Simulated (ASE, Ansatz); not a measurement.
# Localised basis functions on graphene/Zr2CO2 MXene heterobilayer (77 atoms), part 2 of 3

Wanted: errors and times of a linear-scaling basis for graphene/Zr2CO2 MXene heterobilayer (77 atoms). A setting counts as converged where the r.m.s. difference of forces stays under 1 % of the r.m.s. force.

Ansatz 0.2.0; Kohn-Sham DFT, PBE+D3(BJ), PAW (set soft_2), plane waves.

The cell: 41 C, 18 Zr and 18 O. Beside vacuum, support functions can miss their usual error bounds without a warning.

So far. Step 3 (Support functions medium): Forces differ from the reference by 1.0 meV/Å r.m.s., 0.25 % of their size, well within a tolerance of 1 %; the energy by -3.7 meV/atom. It took roughly 1.7 times the reference's time (one timing each, with unlike analyses asked), in 20 cycles against 11. Step 4 (Support functions low): Forces differ from the reference by 1.1 meV/Å r.m.s., 0.27 % of their size, well within a tolerance of 1 %; the energy by -3.7 meV/atom.

### 5. Support functions medium, spacing 0.33 Å

The grid spacing sets how fine a wave the support functions can hold. Besides, the program derives a nominal cutoff of 464 eV for this run, against the reference's 420.

This step: Kohn-Sham DFT, PBE+D3(BJ), PAW (set soft_2), localised support functions (medium) (Ansatz 0.2.0).

File input.yaml:

```yaml
crystal:
  lattice:
    - [9.885, 0.0, 0.0]
    - [-4.9425, 8.56066, 0.0]
    - [0.0, 0.0, 23.67]
  atoms:
    [... the 77 atom lines of step 2 ...]
kpoints:
  mp_grid: { grid: [2, 2, 1] }
hamiltonian:
  xc: pbe
  dispersion: d3bj
scf:
  occupations: { method: fermi_dirac, width: 0.05 }
  eigensolver: { kind: { support_functions: { accuracy: medium, spacing: 0.33 } } }
  mixing: { beta: 0.2 }
  max_iter: 150
output:
  forces: true
```

Run with:

```sh
> ansatz run input.yaml --threads 4 --pin off --max-ram 8192MiB --backend cpu --events-out ev --progress --plain --runs-dir out
```

The program printed:

```text
[...]
Crystal: 77 atoms, lattice volume = 2003.006 Å³
Basis set: ecut = 464 eV, 45365 PW (Γ), exchange–correlation on 144×144×360 points (8 copies of the dense FFT grid, shifted against one another)
Bands: 293, of which v1, the nominal top of the filled ones, is band 244 counted from 1 (243 counted from 0)
Symmetry: 1 space group operations
k-points: 4
[...]
SCF iter   1: F=—  HF=-95915.009556 eV  |F-HF|=—  |Δ(HF+E_count)|=         —  Δρ=1.06e-1  dr2=2.70e2  ethr=1.00e-1
[...]
SCF iter  20: F=-95878.018113 eV  HF=-95878.018113 eV  |F-HF|=3.86e-8  |Δ(HF+E_count)|=   7.75e-7  Δρ=3.21e-6  dr2=6.59e-7  ethr=5.47e-10
SCF 1 converged in 20 iterations: F = -95878.030046 eV  dr2 = 6.59e-7
[...]
SCF converged after 20 iterations
[...]
Free energy (F): -95878.030046 eV
[...]
Internal energy: -95878.029587 eV  (E = F + TS)
E sigma→0 (E₀):  -95878.029816 eV
Entropy (-TS):   -0.000459 eV (-0.006 meV/atom)
Fermi energy:    1.846514 eV
[...]
--- Forces (eV/Å), atoms counted from 1 ---
  atom   1  C      0.34023673     0.89496082    -0.04421909
  atom   2  C     -0.21572635     0.44108443     0.04248721
  atom   3  C      0.00578450    -0.45769211     0.39330810
  atom   4  C      0.41664889    -0.12287971    -0.08467038
  atom   5  C     -0.27326585     1.68773876     0.21727326
  atom   6  C      0.89514013    -0.23329581    -0.17033172
  atom   7  C     -0.58450271    -0.67212118     0.20186529
  atom   8  C     -0.10347488    -0.99648596    -0.16580476
  atom   9  C      0.44077999     0.04399661    -0.30503926
  atom  10  C     -0.35178480    -0.65431598     0.45213030
  atom  11  C     -0.01492362    -1.08103232     0.12576597
  atom  12  C     -1.08149584    -0.52255436    -0.00058013
  atom  13  C     -1.03268378    -0.48452096     0.01055553
  atom  14  C      0.62543824     1.06232918    -0.01898324
[...]
atom  76  O     -0.16906460     0.15675650     0.06487865
  atom  77  O     -0.18483708     0.11073517    -0.05094394
  max |Σ_I F_I| component: 1.55e0 eV/Å
--- Band table (eV) ---
[...]
```

Elapsed: 2.1 min, on 4 threads of Arm Neoverse V1, shared host; peak memory 2.6 GiB; 8 min of CPU time.

The program notes that the forces don't sum to zero within tolerance and the grid leaves an egg-box force.

Forces differ from the reference by 48 meV/Å r.m.s., 11 % of their size, far over a tolerance of 1 %; the energy by +32 meV/atom. The setting is coarser than the default on purpose.

### 6. Support functions medium, spacing 0.275 Å

The grid spacing sets how fine a wave the support functions can hold. Besides, the program derives a nominal cutoff of 464 eV for this run, against the reference's 420.

input.yaml, the sections that differ from step 5:

```yaml
scf:
  occupations: { method: fermi_dirac, width: 0.05 }
  eigensolver: { kind: { support_functions: { accuracy: medium, spacing: 0.275 } } }
  mixing: { beta: 0.2 }
  max_iter: 150
# crystal, kpoints, hamiltonian, output: as in step 5
```

The program printed:

```text
[...]
Crystal: 77 atoms, lattice volume = 2003.006 Å³
Basis set: ecut = 464 eV, 45365 PW (Γ), exchange–correlation on 144×144×360 points (8 copies of the dense FFT grid, shifted against one another)
Bands: 293, of which v1, the nominal top of the filled ones, is band 244 counted from 1 (243 counted from 0)
Symmetry: 1 space group operations
k-points: 4
[...]
SCF iter   1: F=—  HF=-95921.787895 eV  |F-HF|=—  |Δ(HF+E_count)|=         —  Δρ=1.08e-1  dr2=2.76e2  ethr=1.00e-1
[...]
SCF iter  19: F=-95880.724095 eV  HF=-95880.724095 eV  |F-HF|=2.50e-7  |Δ(HF+E_count)|=   4.71e-8  Δρ=6.74e-6  dr2=9.81e-7  ethr=3.50e-10
SCF 1 converged in 19 iterations: F = -95880.738385 eV  dr2 = 9.81e-7
[...]
SCF converged after 19 iterations
[...]
Free energy (F): -95880.738385 eV
[...]
Internal energy: -95880.737907 eV  (E = F + TS)
E sigma→0 (E₀):  -95880.738146 eV
Entropy (-TS):   -0.000479 eV (-0.006 meV/atom)
Fermi energy:    1.839150 eV
[...]
--- Forces (eV/Å), atoms counted from 1 ---
  atom   1  C      0.35858480     0.89610769    -0.06874236
  atom   2  C     -0.22831020     0.45363482     0.01802572
  atom   3  C      0.02478942    -0.46651532     0.35781360
  atom   4  C      0.41977913    -0.12551555    -0.10887961
  atom   5  C     -0.27753755     1.69690469     0.19215763
  atom   6  C      0.90567871    -0.22672236    -0.19340966
  atom   7  C     -0.56920051    -0.68757950     0.16873593
  atom   8  C     -0.09892564    -1.01044182    -0.18753788
  atom   9  C      0.44235710     0.04596731    -0.32309105
  atom  10  C     -0.38653251    -0.64318465     0.41207990
  atom  11  C     -0.00032867    -1.09899712     0.09961361
  atom  12  C     -1.10355994    -0.51776540    -0.02744061
  atom  13  C     -1.04579032    -0.48622483    -0.01339994
  atom  14  C      0.60852770     1.08567039    -0.04726369
[...]
atom  76  O     -0.18331695     0.19007905     0.17233983
  atom  77  O     -0.18822911     0.10500291    -0.08452144
  max |Σ_I F_I| component: 1.89e-1 eV/Å
--- Band table (eV) ---
[...]
```

Elapsed: 2.2 min, on 4 threads; peak memory 2.9 GiB.

Forces differ from the reference by 6.2 meV/Å r.m.s., 1.5 % of their size, over a tolerance of 1 %; the energy by -3.3 meV/atom. The setting is coarser than the default on purpose.

### 7. Support functions medium, spacing 0.238 Å

The grid spacing sets how fine a wave the support functions can hold. Besides, the program derives a nominal cutoff of 464 eV for this run, against the reference's 420.

input.yaml, the sections that differ from step 6:

```yaml
scf:
  occupations: { method: fermi_dirac, width: 0.05 }
  eigensolver: { kind: { support_functions: { accuracy: medium, spacing: 0.238 } } }
  mixing: { beta: 0.2 }
  max_iter: 150
# crystal, kpoints, hamiltonian, output: as in step 6
```

The program printed:

```text
[...]
Crystal: 77 atoms, lattice volume = 2003.006 Å³
Basis set: ecut = 464 eV, 45365 PW (Γ), exchange–correlation on 144×144×360 points (8 copies of the dense FFT grid, shifted against one another)
Bands: 293, of which v1, the nominal top of the filled ones, is band 244 counted from 1 (243 counted from 0)
Symmetry: 1 space group operations
k-points: 4
[...]
SCF iter   1: F=—  HF=-95923.291513 eV  |F-HF|=—  |Δ(HF+E_count)|=         —  Δρ=1.07e-1  dr2=2.75e2  ethr=1.00e-1
[...]
SCF iter  20: F=-95880.778861 eV  HF=-95880.778860 eV  |F-HF|=2.11e-7  |Δ(HF+E_count)|=   7.81e-7  Δρ=4.15e-6  dr2=4.26e-7  ethr=3.45e-10
SCF 1 converged in 20 iterations: F = -95880.791455 eV  dr2 = 4.26e-7
[...]
SCF converged after 20 iterations
[...]
Free energy (F): -95880.791455 eV
[...]
Internal energy: -95880.790967 eV  (E = F + TS)
E sigma→0 (E₀):  -95880.791211 eV
Entropy (-TS):   -0.000488 eV (-0.006 meV/atom)
Fermi energy:    1.839063 eV
[...]
--- Forces (eV/Å), atoms counted from 1 ---
  atom   1  C      0.36713725     0.89454559    -0.06947736
  atom   2  C     -0.23635282     0.46005385     0.01759355
  atom   3  C      0.03423680    -0.47276851     0.35794448
  atom   4  C      0.41452421    -0.12121336    -0.10978722
  atom   5  C     -0.27053023     1.69729395     0.19185222
  atom   6  C      0.89980273    -0.22509649    -0.19422447
  atom   7  C     -0.56179426    -0.69281013     0.16830998
  atom   8  C     -0.10531209    -1.00628875    -0.18841770
  atom   9  C      0.45282794     0.03993007    -0.32396467
  atom  10  C     -0.39240425    -0.63970159     0.41209188
  atom  11  C      0.00824042    -1.10690584     0.09910628
  atom  12  C     -1.11354790    -0.51559722    -0.02781945
  atom  13  C     -1.04130365    -0.49342011    -0.01392092
  atom  14  C      0.60162515     1.09090839    -0.04788987
[...]
atom  76  O     -0.16853071     0.18428311     0.15442253
  atom  77  O     -0.17362073     0.10032572    -0.08396202
  max |Σ_I F_I| component: 2.55e-3 eV/Å
--- Band table (eV) ---
[...]
```

Elapsed: 3.4 min, on 4 threads; peak memory 4 GiB.

Forces differ from the reference by 0.77 meV/Å r.m.s., 0.18 % of their size, well within a tolerance of 1 %; the energy by -4.0 meV/atom. The setting is coarser than the default on purpose.

### 8. Support functions medium, spacing 0.211 Å

The grid spacing sets how fine a wave the support functions can hold. Besides, the program derives a nominal cutoff of 464 eV for this run, against the reference's 420.

input.yaml, the sections that differ from step 7:

```yaml
scf:
  occupations: { method: fermi_dirac, width: 0.05 }
  eigensolver: { kind: { support_functions: { accuracy: medium, spacing: 0.211 } } }
  mixing: { beta: 0.2 }
  max_iter: 150
# crystal, kpoints, hamiltonian, output: as in step 7
```

The program printed:

```text
[...]
Crystal: 77 atoms, lattice volume = 2003.006 Å³
Basis set: ecut = 464 eV, 45365 PW (Γ), exchange–correlation on 144×144×360 points (8 copies of the dense FFT grid, shifted against one another)
Bands: 293, of which v1, the nominal top of the filled ones, is band 244 counted from 1 (243 counted from 0)
Symmetry: 1 space group operations
k-points: 4
[...]
SCF iter   1: F=—  HF=-95923.460510 eV  |F-HF|=—  |Δ(HF+E_count)|=         —  Δρ=1.07e-1  dr2=2.75e2  ethr=1.00e-1
[...]
SCF iter  18: F=—  HF=-95880.769178 eV  |F-HF|=—  |Δ(HF+E_count)|=   1.14e-6  Δρ=6.41e-6  dr2=2.39e-6  ethr=1.68e-9  κ⁻¹=9.3e-5(r=7)
SCF iter  19: F=-95880.769177 eV  HF=-95880.769177 eV  |F-HF|=3.96e-7  |Δ(HF+E_count)|=   9.78e-7  Δρ=6.21e-6  dr2=1.38e-6  ethr=4.90e-10
SCF 1 converged in 19 iterations: F = -95880.781785 eV  dr2 = 1.38e-6
[...]
SCF converged after 19 iterations
[...]
Free energy (F): -95880.781785 eV
[...]
Internal energy: -95880.781294 eV  (E = F + TS)
E sigma→0 (E₀):  -95880.781539 eV
Entropy (-TS):   -0.000491 eV (-0.006 meV/atom)
Fermi energy:    1.839271 eV
[...]
Σ components = -95880.781785   (vs F -95880.781785, Δ=0.00e0)
--- Forces (eV/Å), atoms counted from 1 ---
  atom   1  C      0.36731357     0.89463851    -0.06946632
  atom   2  C     -0.23652816     0.45997448     0.01753681
  atom   3  C      0.03418225    -0.47272616     0.35771631
  atom   4  C      0.41437294    -0.12115232    -0.10977863
[...]
atom  77  O     -0.17333408     0.10026765    -0.08554527
  max |Σ_I F_I| component: 5.81e-3 eV/Å
--- Band table (eV) ---
[...]
```

Run time: 3.3 min. Hardware: 4 threads; peak memory 4.1 GiB.

Keys that differ from the reference: support_functions.accuracy = "medium", support_functions.spacing = 0.211, scf.max_iter = 150 and scf.mixing.beta = 0.2.

Forces differ from the reference by 1.1 meV/Å r.m.s., 0.26 % of their size, well within a tolerance of 1 %; the energy by -3.9 meV/atom.

### 9. A changed input

The input is spoilt on purpose; the run shows how that looks.

input.yaml, the sections that differ from step 8:

```yaml
scf:
  occupations: { method: fermi_dirac, width: 0.05 }
  eigensolver: { kind: { support_functions: { accuracy: medium, radius: 2.0 } } }
  mixing: { beta: 0.2 }
  max_iter: 75
# crystal, kpoints, hamiltonian, output: as in step 8
```

The program printed:

```text
Warning: scf.eigensolver.kind.support_functions: disabling space-group detection — the functions' gradient is summed over unrotated k-points, so no spatial operation reduces the k-mesh or symmetrises the density; time reversal is kept, so that k and −k are solved as one point where they differ and the mesh holds both, and exact exchange and, on two spinor components, a DFT+U term hold to it where the run has them: [...]
Warning: basis.ecutwfc = 464 eV, auto-derived: no grid that the accuracy of the support functions lays serves the files at the lower one that their records recommend; a deck with other species or settings can derive another value
settings of this run that can trade accuracy for cost: scf.eigensolver.kind.support_functions [...]
Engine: ansatz 0.2.0, aarch64-unknown-linux-gnu
Pseudopotentials: kind: paw
Pseudopotential: C, paw, valence charge 4, recommended cutoff 420 eV (normal), C.paw.azcp
Pseudopotential: Zr, paw, valence charge 12, recommended cutoff 420 eV (normal), Zr.paw.azcp
Pseudopotential: O, paw, valence charge 6, recommended cutoff 420 eV (normal), O.paw.azcp
[... 5 lines on functional and potentials left out ...]
Error: SCF: the radius of support functions is under 3.43 Å, the least for these sites at the functions' level (scf.eigensolver.kind.support_functions.accuracy). Use scf.eigensolver.kind: auto, or type scf.eigensolver.kind.support_functions.radius at least as long, [...]
```

The job ended after 5.2 s (4 threads; peak memory 0.43 GiB).

The program refuses radii under 3.43 Å for these atoms at this level.

### 10. All settings compared

Differences are against the plane-wave reference (Kohn-Sham DFT, PBE+D3(BJ), PAW (set soft_2), plane waves), whose r.m.s. force component is 0.417 eV/Å. Energies are set beside the reference only for runs with its functional, potentials and electron count. Times are for 4 threads of Arm Neoverse V1, shared host. The reference's time includes the DOS and grids, which some other runs skip.

| run | Δ force, r.m.s. (meV/Å) | share of r.m.s. force (%) | Δ energy (meV/atom) | cycles | time | host memory (GiB) |
| --- | --- | --- | --- | --- | --- | --- |
| reference | - | - | - | 11 | 2.7 min | 5.6 |
| support functions medium | 1.04 | 0.248 | -3.69 | 20 | 4.5 min | 4.9 |
| support functions low | 1.15 | 0.275 | -3.68 | 17 | 4 min | 4.7 |
| support functions medium, spacing 0.33 Å | 47.7 | 11.4 | 31.9 | 20 | 2.1 min | 2.6 |
| support functions medium, spacing 0.275 Å | 6.20 | 1.49 | -3.31 | 19 | 2.2 min | 2.9 |
| support functions medium, spacing 0.238 Å | 0.77 | 0.184 | -4.00 | 20 | 3.4 min | 4.0 |
| support functions medium, spacing 0.211 Å | 1.10 | 0.265 | -3.88 | 19 | 3.3 min | 4.1 |

(Part 2 of 3 ends here.)

[Long decimals in the printed logs are rounded to 6 places.]

[Logs are printed without paths, hosts, clocks, repeated set-up lines and the standing remarks that a program may print on its own settings, such as how far it seeks lower states.]

[Hosts, paths, dates, database ids (printed as entryN), source tags and the programs' standing remarks are cut or masked in the printed files.]
